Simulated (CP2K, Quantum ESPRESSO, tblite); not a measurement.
# Random packing of 58BN-42Si3N4 (mol %) (107 atoms) in other programs, against a plane-wave reference

Aim: run random packing of 58BN-42Si3N4 (mol %) (107 atoms) in several programs and set results and cost side by side. A plane-wave run serves as the reference.

Method: Kohn-Sham DFT, PBE, SSSP efficiency 1.3.0 pseudopotentials, plane waves, in Quantum ESPRESSO 7.5.

### 1. The starting structure

The cell holds 107 atoms: 15 B, 59 N and 33 Si. Cell: a = 10.916 Å, b = 10.916 Å, c = 10.916 Å, α = 90.0°, β = 90.0°, γ = 90.0°. 107 atoms (15 B, 59 N, 33 Si) packed at random in a cube at 2.44 g/cm³ and pushed apart as soft spheres, cations and anions kept from their own kind; a start for melting by ab initio MD, not an equilibrated structure. Then every atom was moved at random, 0.02 Å r.m.s. a Cartesian component.

### 2. Reference: Quantum ESPRESSO, plane waves

The input, pw.in:

```
&control
  calculation = 'scf'
  pseudo_dir = './pseudo'
  outdir = './tmp'
  disk_io = 'none'
  tprnfor = .true.
  tstress = .true.
/
&system
  ibrav = 0
  nat = 107
  ntyp = 3
  ecutwfc = 60
  ecutrho = 480
  nosym = .true.
  occupations = 'smearing'
  smearing = 'fd'
  degauss = 0.003675
/
&electrons
  conv_thr = 5.3e-07
  electron_maxstep = 100
  mixing_beta = 0.4
  mixing_mode = 'plain'
  diagonalization = 'david'
/
ATOMIC_SPECIES
B 10.810 B.upf
N 14.007 N.upf
Si 28.085 Si.upf
CELL_PARAMETERS angstrom
10.91630 0.00000 0.00000
0.00000 10.91630 0.00000
0.00000 0.00000 10.91630
ATOMIC_POSITIONS crystal
B 0.89036 0.63844 0.41642
B 0.24689 0.08042 0.77359
B 0.17769 0.74932 0.54836
B 0.03199 0.93350 0.37449
B 0.76785 0.18187 0.71971
B 0.70470 0.68285 0.77978
B 0.72343 0.16239 0.03068
B 0.50133 0.56530 0.99298
B 0.56515 0.97601 0.24832
B 0.54115 0.19848 0.39653
B 0.46437 0.57718 0.22523
B 0.12132 0.88874 0.73494
[... 91 atom lines left out ...]
Si 0.89944 0.61494 0.12204
Si 0.17793 0.45831 0.69883
Si 0.58881 0.62438 0.43968
Si 0.53560 0.76395 0.09692
K_POINTS gamma
```

On the command line:

```console
$ OMP_NUM_THREADS=1 mpirun -np 4 pw.x -in pw.in > output.txt
```

The program printed:

```text
Program PWSCF
     gamma-point specific algorithms are used
     one sub-group per band group will be used
     scalapack distributed-memory algorithm (size of sub-group:  2*  2 procs)
     Parallelization info
     sticks:   dense  smooth     PW     G-vecs:    dense   smooth      PW
     Min        4058    2026    505               389909   137886   17219
     Max        4062    2028    508               389922   137892   17228
     Sum       16237    8109   2025              1559651   551561   68891
     bravais-lattice index     =            0
     lattice parameter (alat)  =      20.6288  a.u.
     unit-cell volume          =    8778.5541 (a.u.)^3
     number of atoms/cell      =          107
     number of atomic types    =            3
[... lines left out ...]
     scf convergence threshold =      5.3E-07
[... lines left out ...]
     number of k points=     1  Fermi-Dirac smearing, width (Ry)=  0.0037
[... lines left out ...]
     total energy              =   -1641.27884680 Ry
[... lines left out ...]
     total energy              =   -1635.80957490 Ry
[... lines left out ...]
     total energy              =   -1645.66289282 Ry
[... lines left out ...]
     c_bands:  1 eigenvalues not converged
[... lines left out ...]
     total energy              =   -1651.48766414 Ry
[... lines left out ...]
     total energy              =   -1651.48766418 Ry
[... lines left out ...]
          k = 0.0000 0.0000 0.0000 ( 34446 PWs)   bands (ev):
   -12.0967 -11.6810 -11.5883 -11.2447 -11.0825 -10.7788 -10.5274 -10.1269
   -10.0302  -9.8379  -9.6872  -9.6519  -9.5323  -9.4010  -9.2975  -9.2371
    -9.1928  -9.1591  -8.9558  -8.9013  -8.8729  -8.7779  -8.5948  -8.5495
[...]
7.1919   7.2343   7.2627   7.2797   7.3447   7.3865   7.4286   7.4561
     7.5182   7.5722   7.6833   7.7087   7.7886   7.8262   7.8582   7.9115
     8.0333   8.0870   8.1819
     the Fermi energy is     6.0788 ev
!    total energy              =   -1651.48766399 Ry
     estimated scf accuracy    <       0.00000028 Ry
     smearing contrib. (-TS)   =      -0.03844971 Ry
     internal energy E=F+TS    =   -1651.44921428 Ry
     The total energy is F=E-TS. E is the sum of the following terms:
     one-electron contribution =    -175.23015339 Ry
     hartree contribution      =     341.66953961 Ry
     xc contribution           =    -548.26553605 Ry
     ewald contribution        =   -1269.62306445 Ry
     convergence has been achieved in  51 iterations
     Forces acting on atoms (cartesian axes, Ry/au):
     atom    1 type  1   force =     0.01862989    0.04371167   -0.03598828
     atom    2 type  1   force =     0.07058494    0.04326396    0.11935667
     atom    3 type  1   force =    -0.01305762    0.04522163   -0.05044381
[...]
atom  106 type  3   force =     0.11327643    0.01290484   -0.01806336
     atom  107 type  3   force =     0.00184069    0.05398350    0.08265571
     Total force =     1.211203     Total SCF correction =     0.001258
     Computing stress (Cartesian axis) and pressure
          total   stress  (Ry/bohr**3)                   (kbar)     P=     -212.87
  -0.00124330   0.00011370  -0.00002209         -182.90       16.73       -3.25
   0.00011370  -0.00153776   0.00006550           16.73     -226.21        9.64
  -0.00002209   0.00006550  -0.00156022           -3.25        9.64     -229.52
     Message from routine punch:
     Nothing written, as per user request (disk_io='none')
```

Wall time 11 min (4 MPI ranks of Arm Neoverse V1, shared host); peak memory 4.6 GiB.

Banners, paths, timers and routine set-up lines are dropped from the logs unmarked, and long logs keep their key lines alone; longer cuts are marked.

Numbers from this run:

```
r.m.s. force component : 1.738 eV/Å
longest force          : 6.087 eV/Å
pressure               : -21.29 GPa
```

### 3. Local order

Density 2.44 g/cm³, 12.16 Å³ an atom.

Pair distribution functions g(r), in bins of 0.2 Å:

| r (Å) | total | N-N | N-Si | N-B | Si-Si | Si-B | B-B |
| --- | --- | --- | --- | --- | --- | --- | --- |
| 1.40 | 0.08 | 0.00 | 0.00 | 0.54 | 0.00 | 0.00 | 0.00 |
| 1.60 | 0.28 | 0.00 | 0.00 | 1.83 | 0.00 | 0.00 | 0.00 |
| 1.80 | 1.26 | 0.00 | 2.78 | 2.04 | 0.00 | 0.00 | 0.00 |
| 2.00 | 0.78 | 0.00 | 1.77 | 1.15 | 0.00 | 0.00 | 0.00 |
| 2.20 | 0.76 | 0.00 | 1.41 | 1.21 | 0.00 | 1.01 | 0.00 |
| 2.40 | 1.60 | 2.71 | 1.48 | 0.41 | 0.00 | 2.40 | 0.00 |
| 2.60 | 1.39 | 1.64 | 0.94 | 1.19 | 2.56 | 1.11 | 2.08 |
| 2.80 | 0.96 | 0.88 | 0.92 | 1.12 | 1.48 | 0.77 | 0.00 |
| 3.00 | 1.00 | 0.99 | 1.07 | 0.90 | 0.96 | 0.81 | 1.53 |
| 3.20 | 0.93 | 1.11 | 0.70 | 0.51 | 1.03 | 1.94 | 0.46 |
| 3.40 | 0.97 | 1.08 | 0.89 | 1.01 | 0.82 | 0.92 | 1.18 |
| 3.60 | 0.94 | 0.91 | 0.90 | 0.86 | 1.33 | 0.55 | 2.44 |
| 3.80 | 0.90 | 0.90 | 0.86 | 0.86 | 1.05 | 0.87 | 0.95 |
| 4.00 | 1.08 | 1.08 | 1.03 | 1.14 | 1.12 | 1.16 | 0.87 |
| 4.20 | 1.03 | 0.96 | 0.98 | 1.36 | 1.07 | 1.12 | 0.00 |
| 4.40 | 0.95 | 0.95 | 0.89 | 1.03 | 0.93 | 0.97 | 1.17 |
| 4.60 | 1.04 | 1.10 | 0.98 | 0.99 | 1.07 | 1.23 | 0.44 |
| 4.80 | 0.90 | 0.77 | 1.07 | 0.89 | 0.61 | 1.09 | 0.59 |
| 5.00 | 1.06 | 1.06 | 0.95 | 1.17 | 1.11 | 1.29 | 1.09 |
| 5.20 | 1.00 | 0.97 | 1.05 | 1.06 | 0.98 | 0.93 | 0.51 |
| 5.40 | 1.06 | 1.12 | 1.06 | 0.97 | 1.03 | 0.96 | 1.11 |

Bonds by pair of elements; cutoffs follow the first minimum of g(r), held within bounds set by covalent radii, and pairs that aren't listed don't count as bonded (cutoffs were set anew for this text, so counts can differ from the run's own analysis):

| pair A-B | cutoff (Å) | bonds | mean length (Å) | spread (Å) | shortest (Å) | B about A | A about B |
| --- | --- | --- | --- | --- | --- | --- | --- |
| N-Si | 2 | 42 | 1.83 | 0.061 | 1.75 | 0.712 | 1.27 |
| N-B | 1.89 | 20 | 1.67 | 0.112 | 1.47 | 0.339 | 1.33 |

The cutoffs for N-Si and N-B fall short of the minimum of g(r), so counts run low and odd coordinations can be artefacts.

How many atoms have how many bonded neighbours:

```csv
element,mean,0,1,2,3
B,1.33,2,7,5,1
N,1.05,17,24,16,2
Si,1.27,7,11,14,1
```

### 4. The ladder

The programs:
- CP2K 2026.2: Gaussian basis with GTH pseudopotentials and a plane-wave density; labels give functional, basis (MOLOPT sets; SR short-range, UZH the newer set with its own potentials), grid cutoff/relative cutoff and solver (OT: orbital transformation; TRS4, TC2, SIGN: linear-scaling purification with its sparsity filter), or its built-in tight binding.
- tblite 0.8.0: extended tight binding, driven from Python.

All use the same cell and atoms; the electronic-structure runs use the same k-mesh, and an electronic temperature of 580 K (0.05 eV) where levels are smeared.

Differences are against the plane-wave reference, forces as r.m.s. over components; share is that over the reference's r.m.s. force, slope the least-squares factor from reference forces to these. Total energies of different programs have different zeros and aren't compared.

```csv
run,"Δ force, r.m.s. (meV/Å)",share (%),slope,Δ pressure (GPa),cores,CPU time,memory (GiB)
reference,-,-,-,-,4,43 min,4.6
"CP2K PBE, DZVP-MOLOPT-SR, 600/50 Ry, diagonalisation",45.3,2.61,0.991,0.710,4,15 min,4.6
"CP2K PBE, DZVP-MOLOPT-SR, 840/50 Ry, diagonalisation",45.2,2.60,0.991,0.710,4,18 min,7.1
"CP2K PBE, SZV-MOLOPT-SR, 600/50 Ry, diagonalisation (coarse)",968,55.7,0.954,21.7,2,8.8 min,3.5
tblite GFN1-xTB,578,33.3,0.924,-2.52,1,7.7 s,0.14
```

Rows marked coarse were listed beforehand as settings not expected to be converged; some can still land near the reference.

CPU time is summed over cores on a shared host, where runs went side by side, so it is rough. Symmetry, cutoffs, thresholds, outputs and thread counts weren't matched or tuned between programs; memory under MPI is the largest rank's times the ranks.

Mean charges by element (e), by run and scheme:

```
                                                 run     scheme      B      N     Si
CP2K PBE, DZVP-MOLOPT-SR, 600/50 Ry, diagonalisation   Mulliken  +0.14  -0.23  +0.35
CP2K PBE, DZVP-MOLOPT-SR, 600/50 Ry, diagonalisation  Hirshfeld  +0.12  -0.18  +0.26
CP2K PBE, DZVP-MOLOPT-SR, 840/50 Ry, diagonalisation   Mulliken  +0.14  -0.23  +0.35
CP2K PBE, DZVP-MOLOPT-SR, 840/50 Ry, diagonalisation  Hirshfeld  +0.12  -0.18  +0.26
                                     tblite GFN1-xTB   Mulliken  +0.35  -0.22  +0.24
```

Within one program, basis, potentials and functional, energies share a zero. Each run against its twin at the usual cutoff or grid and solver:

```
                                                 run                                        twin  Δ energy (meV/atom)  Δ force, r.m.s. (meV/Å)  CPU time over the twin's
CP2K PBE, DZVP-MOLOPT-SR, 840/50 Ry, diagonalisation  DZVP-MOLOPT-SR, 600/50 Ry, diagonalisation               5.0e-4                     2.23                       1.2
```

A second geometry, displaced anew (every atom was moved at random, 0.04 Å r.m.s. a Cartesian component), gives an energy difference that all programs can be tested on. The reference puts it at 11.84 meV/atom.

| run | energy less the first geometry's (meV/atom) | error (meV/atom) | force share at the second geometry (%) |
| --- | --- | --- | --- |
| CP2K PBE, DZVP-MOLOPT-SR, 600/50 Ry, diagonalisation | 11.56 | -0.277 | 2.81 |
| CP2K PBE, DZVP-MOLOPT-SR, 840/50 Ry, diagonalisation | 11.56 | -0.275 | 2.81 |
| CP2K PBE, SZV-MOLOPT-SR, 600/50 Ry, diagonalisation | 19.43 | 7.59 | 58.9 |

### 5. Outcome

```json
{
 "reference r.m.s. force component": "1.74 eV/Å",
 "nearest in forces": "a tie at 2.6 % of 2 runs: CP2K PBE, DZVP-MOLOPT-SR, 600/50 Ry, diagonalisation; CP2K PBE, DZVP-MOLOPT-SR, 840/50 Ry, diagonalisation",
 "farthest in forces": "CP2K PBE, SZV-MOLOPT-SR, 600/50 Ry, diagonalisation (coarse), 56 %",
 "cheapest electronic-structure run beside the reference": "tblite GFN1-xTB, 7.7 s of CPU time"
}
```

**Reading.** The PBE runs in local orbitals, coarse settings apart, differ by 2.6 % in each run; basis, grid and potentials can all enter. Tight binding differs by 33 % (tblite GFN1-xTB); it is another model, with fitted parameters of its own, and the xTB methods hold dispersion. Runs with settings chosen to be coarse differ by 56 % (CP2K PBE, SZV-MOLOPT-SR, 600/50 Ry, diagonalisation), their programs' other errors included. Of the electronic-structure runs that take under half the reference's CPU time, CP2K PBE, DZVP-MOLOPT-SR, 840/50 Ry, diagonalisation is among the nearest, at 2.6 % in 18 min against 43 min. In pressure, CP2K PBE, SZV-MOLOPT-SR, 600/50 Ry, diagonalisation misses by +21.7 GPa, at the same functional. Charges hang on model, scheme and program or settings: among these rows the mean for B runs from +0.12 to +0.35 e. The energy difference between the two geometries, 11.8 meV/atom in the reference, is met best by CP2K PBE, DZVP-MOLOPT-SR, 600/50 Ry, diagonalisation (-0.277) and CP2K PBE, DZVP-MOLOPT-SR, 840/50 Ry, diagonalisation (-0.275) and worst by CP2K PBE, SZV-MOLOPT-SR, 600/50 Ry, diagonalisation (coarse) (+7.59). In the reference: levels near the Fermi energy are neither full nor empty under the smearing, so no gap is quoted. In the reference: for some of the pairs, g(r) has its first main peak near 2.5 Å (N-N), 1.8 Å (N-Si), 1.7 Å (N-B), 2.6 Å (Si-Si) and 2.4 Å (Si-B). Periodic xTB results under one method name differ between programs and library versions. The reference's pressure holds the uncorrected Pulay stress of its 60 Ry basis, so small pressure differences, and their order, may be the reference's own error. The reference's stress is far from hydrostatic: its diagonal is -18.3, -22.6, -23.0 GPa, compression counted positive. The reference's pressure of -21 GPa says that the cell would shrink at this level of theory. The electronic-structure runs sample only Γ, in a cell whose shortest periodic width is 11 Å, which is coarse for a cell with partly filled levels.

[Also dropped from logs without a mark: logging warnings of Python, and SIESTA's first energy breakdown and zero terms.]

[Logs are printed without paths, hosts, clocks, repeated set-up lines and the standing remarks that a program may print on its own settings, such as how far it seeks lower states.]

[Hosts, paths, dates, database ids (printed as entryN), source tags and the programs' standing remarks are cut or masked in the printed files.]
